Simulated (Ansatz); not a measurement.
# From r2SCAN to G0W0: CuBiPbS3 (Aikinite), part 2 of 2

How far does one-shot GW move the r2SCAN gap of CuBiPbS3 (Aikinite)?

Ansatz 0.2.0; r2SCAN, then G0W0 on it, plane waves, PAW. Known limits of the many-body steps: finite bands, screening cutoff and k mesh; no spin-orbit coupling in G0W0; d shells not analysed.

So far. Step 2 (Bands along the symmetry lines): Over mesh and path the gap is 0.856 eV, from k = (0.000, 0.000, 0.450) to k = (0.000, 0.250, 0.000). The least direct gap found is 0.905 eV, at k = (0.000, 0.000, 0.350). On the 2×6×2 mesh alone the same run gives 0.962 eV, so that mesh misses an edge of r2SCAN: 0.962 − 0.856 = +0.106 eV. Step 3 (The quasiparticle correction): Over all 12 irreducible mesh points the G0W0 gap is 0.856 eV, from k = (0.000, 0.000, -0.500) to k = (0.000, 0.250, 0.000).

In doubt: one-shot GW on d or f shells is unsure (step 3), so the values of those runs are not to be relied on; masses and optical values from hybrid runs of this build are listed as unsure (in some of the runs), which bears on the screening that GW takes from such a start.

## Step 4: Spin-orbit coupling

This run has two-component orbitals with spin-orbit coupling.

This step: DFT, r2SCAN with spin-orbit coupling, plane waves, PAW.

Input file input.yaml:

```yaml
crystal:
  lattice:
    - [11.638, 0.0, 0.0]
    - [0.0, 4.039, 0.0]
    - [0.0, 0.0, 11.319]
  atoms:
    - { symbol: Cu, position: [0.2338, 0.25, 0.2085] }
    - { symbol: Cu, position: [0.2662, 0.75, 0.7085] }
    - { symbol: Cu, position: [0.7338, 0.25, 0.2915] }
    - { symbol: Cu, position: [0.7662, 0.75, 0.7915] }
    - { symbol: Bi, position: [0.0189, 0.25, 0.6827] }
    - { symbol: Bi, position: [0.4811, 0.75, 0.1827] }
    - { symbol: Bi, position: [0.5189, 0.25, 0.8173] }
    - { symbol: Bi, position: [0.9811, 0.75, 0.3173] }
    - { symbol: Pb, position: [0.8329, 0.25, 0.0105] }
    - { symbol: Pb, position: [0.6671, 0.75, 0.5105] }
    - { symbol: Pb, position: [0.3329, 0.25, 0.4895] }
    - { symbol: Pb, position: [0.1671, 0.75, 0.9895] }
    - { symbol: S, position: [0.716, 0.25, 0.6986] }
    - { symbol: S, position: [0.784, 0.75, 0.1986] }
    - { symbol: S, position: [0.216, 0.25, 0.8014] }
    - { symbol: S, position: [0.284, 0.75, 0.3014] }
    - { symbol: S, position: [0.0467, 0.25, 0.14] }
    - { symbol: S, position: [0.4533, 0.75, 0.64] }
    - { symbol: S, position: [0.5467, 0.25, 0.36] }
    - { symbol: S, position: [0.9533, 0.75, 0.86] }
    - { symbol: S, position: [0.3775, 0.25, 0.0559] }
    - { symbol: S, position: [0.1225, 0.75, 0.5559] }
    - { symbol: S, position: [0.8775, 0.25, 0.4441] }
    - { symbol: S, position: [0.6225, 0.75, 0.9441] }
kpoints:
  mp_grid: { grid: [2, 6, 2] }
  band_path:
    path:
      - [0.0, 0.0, 0.0]
      - [0.5, 0.0, 0.0]
      - [0.5, 0.5, 0.0]
      - [0.0, 0.5, 0.0]
      - [0.0, 0.0, 0.5]
      - [0.5, 0.0, 0.5]
      - [0.5, 0.5, 0.5]
      - [0.0, 0.5, 0.5]
      - [0.0, 0.0, 0.45]
      - [0.0, 0.25, 0.0]
      - [0.0, 0.0, 0.35]
    npoints: 1
hamiltonian:
  xc: r2scan
scf:
  occupations: { method: fermi_dirac, width: 0.02 }
  n_extra_bands: 24
magnetization:
  noncollinear: true
  spin_orbit: true
output:
  eigenvalues: true
```

Run with:

```sh
> ansatz run input.yaml --threads 16 --pin off --max-ram 82944MiB --backend cuda --events-out ev --progress --plain --runs-dir out --devices 1 --max-vram 78GiB
```

Numbers of over 12 decimals in the logs are rounded to 6 here.

The log of the run:

```text
[...]
GPUs: using 1 of 1 available (devices: 1).
[...]
non-collinear run that drives no moment, with spin-orbit: no starting moment large enough to seed its density (crystal.atoms[].spin), no starting occupations that ask for one, no magnetisation constraint and no magnetic field, so the semilocal B_xc is pinned to zero
[...]
Crystal: 24 atoms, lattice volume = 532.060 Å³
Basis set: ecut = 500 eV, 13537 PW (Γ), exchange–correlation on 360×120×360 points (64 copies of the dense FFT grid, shifted against one another)
Bands: 288, of which v1, the nominal top of the filled ones, is band 264 counted from 1 (263 counted from 0)
Symmetry: 8 space group operations + 8 with time reversal
[...]
k-points: 16 of 24
Projection manifold: j_resolved (fully-relativistic pseudo-atomic orbitals)
[...]
SCF iter   1: F=—  HF=-134456.129989 eV  |F-HF|=—  |Δ(HF+E_count)|=         —  Δρ=4.29e-2  dr2=1.85e1  dr2_τ=5.75e-2  dr2_m=0.00e0 (ungated)  ethr=3.10e-3  |M|=0.00e0 ∫|m|=0.00e0 μB  |m|>n=0.0e0 m-floor=0.0e0 τ_xc=0.0e0  β_m=0.30  ⟨swp⟩=6.9  Hψ=11098  notcnv=0  defer=10
[...]
spin=Noncollinear: Resta preconditioning applied to the charge; magnetization (m_x, m_y, m_z) channels mix plain (no charge-response kernel on spin).
[...]
SCF 1 converged in 11 iterations: F = -134452.696002 eV  dr2 = 6.45e-8
[...]
SCF converged after 11 iterations
[...]
```

Run time: 9 s. Hardware: 1 × NVIDIA GB200 (shared by 2 runs) with 16 threads of Arm Neoverse V2, shared host; peak memory 3.7 GiB.

Numbers from this step:

```
gap                  : 0.5422 eV
valence top at       : k = (0.000, 0.000, 0.450)
conduction bottom at : k = (0.000, 0.000, 0.350)
least direct gap     : 0.5511 eV
```

Over mesh and listed points the gap is 0.542 eV, from k = (0.000, 0.000, 0.450) to k = (0.000, 0.000, 0.350). The least direct gap found is 0.551 eV, at k = (0.000, 0.000, 0.350). r2SCAN+SOC against r2SCAN: 0.542 − 0.856 = −0.314 eV. Mesh, set of files and cutoff are the same, but the conduction bottom lies at another k point, so this need not be the shift of one pair of states. The spin-orbit run sees mesh and listed points alone, so its gap is an upper bound: the coupling can move an edge off these points, and the change over the zone, its sign included where it is small, is not known.

## Step 5: Side by side

Each gap is the least one over the points named; times are wall times on shared hosts, not benchmarks. A G0W0 time includes the run's own self-consistent start. Runs with listed points see these and the mesh alone, so an edge that moves elsewhere is missed. Rows marked * are further runs, not shown as steps, whose inputs differ from the G0W0 step on the same start in the columns given; solver thresholds can differ too.

```csv
level,mesh,"files, cutoff","bands summed, screening",points,gap (eV),valence top,conduction bottom,least direct gap (eV),time
r2SCAN,2×6×2,"soft_2 PAW, 500 eV",-,mesh and path,0.856,"(0.000, 0.000, 0.450)","(0.000, 0.250, 0.000)",0.905,5.9 s
r2SCAN+SOC,2×6×2,"soft_2 PAW, 500 eV",-,mesh and listed points,0.542,"(0.000, 0.000, 0.450)","(0.000, 0.000, 0.350)",0.551,9 s
G0W0@r2SCAN*,2×4×2,"hard PAW, 700 eV","871, 70 eV",all 12 irreducible mesh points,1.014,"(0.000, 0.000, -0.500)","(0.000, 0.250, 0.000)",1.118,78 s
G0W0@r2SCAN*,2×4×2,"hard PAW, 700 eV","1752, 120 eV",all 12 irreducible mesh points,0.866,"(0.000, 0.000, -0.500)","(0.000, 0.250, 0.000)",0.955,3.6 min
G0W0@r2SCAN,2×4×2,"hard PAW, 700 eV","3081, 180 eV",all 12 irreducible mesh points,0.856,"(0.000, 0.000, -0.500)","(0.000, 0.250, 0.000)",0.938,8.4 min
G0W0@r2SCAN*,2×6×2,"hard PAW, 700 eV","871, 70 eV",15 of 16 irreducible mesh points,1.123,"(0.000, 0.000, -0.500)","(0.000, 0.000, -0.500)",1.123,2.6 min
```

## Step 6: Summary of results

| Property | Result |
| --- | --- |
| r2SCAN gap over mesh and path | 0.856 eV, from k = (0.000, 0.000, 0.450) to k = (0.000, 0.250, 0.000) |
| G0W0@r2SCAN gap over all 12 irreducible mesh points | 0.856 eV, from k = (0.000, 0.000, -0.500) to k = (0.000, 0.250, 0.000) |
| r2SCAN+SOC gap over mesh and listed points | 0.542 eV |
| GW settings | 2×4×2 mesh, 2917 empty bands, screening to 180 eV, hard PAW files |
| known limits | finite bands, screening cutoff and k mesh; no spin-orbit coupling in G0W0; d shells not analysed |

In words: Over all 12 irreducible mesh points the G0W0 gap is 0.856 eV, from k = (0.000, 0.000, -0.500) to k = (0.000, 0.250, 0.000). The r2SCAN gap of this run on the mesh is 0.860 eV. The two states that bound the G0W0 gap lie that far apart at the start, so the correction of the gap is 0.856 − 0.860 = −0.004 eV. The valence state moves by 10.097 − 10.190 = −0.093 eV and the conduction state by 10.953 − 11.050 = −0.097 eV, on the run's own scale; with 871 bands the edge states move by +0.030 and +0.185 eV, so the split between the edges depends on the bands and cutoff. Over mesh and path, r2SCAN puts the valence top at k = (0.000, 0.000, 0.450), where no G0W0 correction was computed. The G0W0 gap over the whole zone is therefore not known from this run; at its settings it can only be equal to or under the 0.856 eV found, and no correction is carried over from another point. For the start itself the gap is 0.856 eV over mesh and path and 0.860 eV on the mesh of the G0W0 run, in runs that differ in mesh (2×6×2 and 2×4×2), files (soft_2 PAW and hard PAW) and plane-wave cutoff (500 eV and 700 eV). From 871 bands and 70 eV to 3081 bands and 180 eV the gap moves by 0.856 − 1.014 = −0.158 eV (rung by rung 1.014, 0.866, 0.856 eV); bands and screening cutoff rise together, so their parts are not told apart. A line in one over the bands through the two highest rungs gives 0.856 + (0.856 − 0.866) × 1752 / (3081 − 1752) = 0.843 eV, and through the pair below 0.866 + (0.866 − 1.014) × 871 / (1752 − 871) = 0.720 eV. The two differ by 0.123 eV, not under the 0.030 eV asked, so the law does not hold well over these rungs and the limit is not known. With the 2×6×2 mesh in place of the 2×4×2 mesh and all else as in the G0W0@r2SCAN row with 871 bands, the gap differs by 1.123 − 1.014 = +0.109 eV, and that of the start by 0.963 − 0.860 = +0.103 eV; an edge lies at another k point, so this need not be the shift of one pair of states. G0W0 on other starts in this series, not shown as steps and not all at these settings: 1.076 eV on HSE06 (2×4×2, hard PAW, 1752 bands, 120 eV). r2SCAN+SOC against r2SCAN: 0.542 − 0.856 = −0.314 eV. Mesh, set of files and cutoff are the same, but the conduction bottom lies at another k point, so this need not be the shift of one pair of states. The spin-orbit run sees mesh and listed points alone, so its gap is an upper bound: the coupling can move an edge off these points, and the change over the zone, its sign included where it is small, is not known. What spin-orbit coupling does to the G0W0 levels was not computed, so no sum with the G0W0 gap is formed. For the G0W0 step: the program's warnings for this run: eigensolver not converged. For the further run with 1752 bands on the 2×4×2 mesh, the program warns: eigensolver not converged. For the further run with 871 bands on the 2×6×2 mesh, the program warns: eigensolver not converged. The G0W0 runs are scalar-relativistic. One-shot GW is known to converge slowly in bands for compounds with shallow d shells. The cell holds Cu; the filling of the d shell and its place against the gap were not analysed here. G0W0 is shown with one set of atomic data (hard PAW), so the error from the files is not known here.

[Paths, hosts, dates, memory and timing lines, banners, echoed tables and standing remarks are left out of the program output.]

[Logs are printed without paths, hosts, clocks, repeated set-up lines and the standing remarks that a program may print on its own settings, such as how far it seeks lower states.]

[Runs of the session that timed out or met a known fault of the program may be left out.]

[Cells called generated may have been cut or substituted from an entry of the Crystallography Open Database or the Materials Project.]

[Hosts, paths, dates, database ids (printed as entryN), source tags and the programs' standing remarks are cut or masked in the printed files.]

[Where an RPA ε∞ is given, it is that of the G0W0 mesh and is not shown converged in it. Names of k-points follow the symmetry that the program found, which can be lower than the space group named. Band edges on a path are those of the sampled points; other points can move an edge, and change direct to indirect where valleys lie close.]

[Hybrid gaps are those of their k-mesh and are not shown converged in it.]
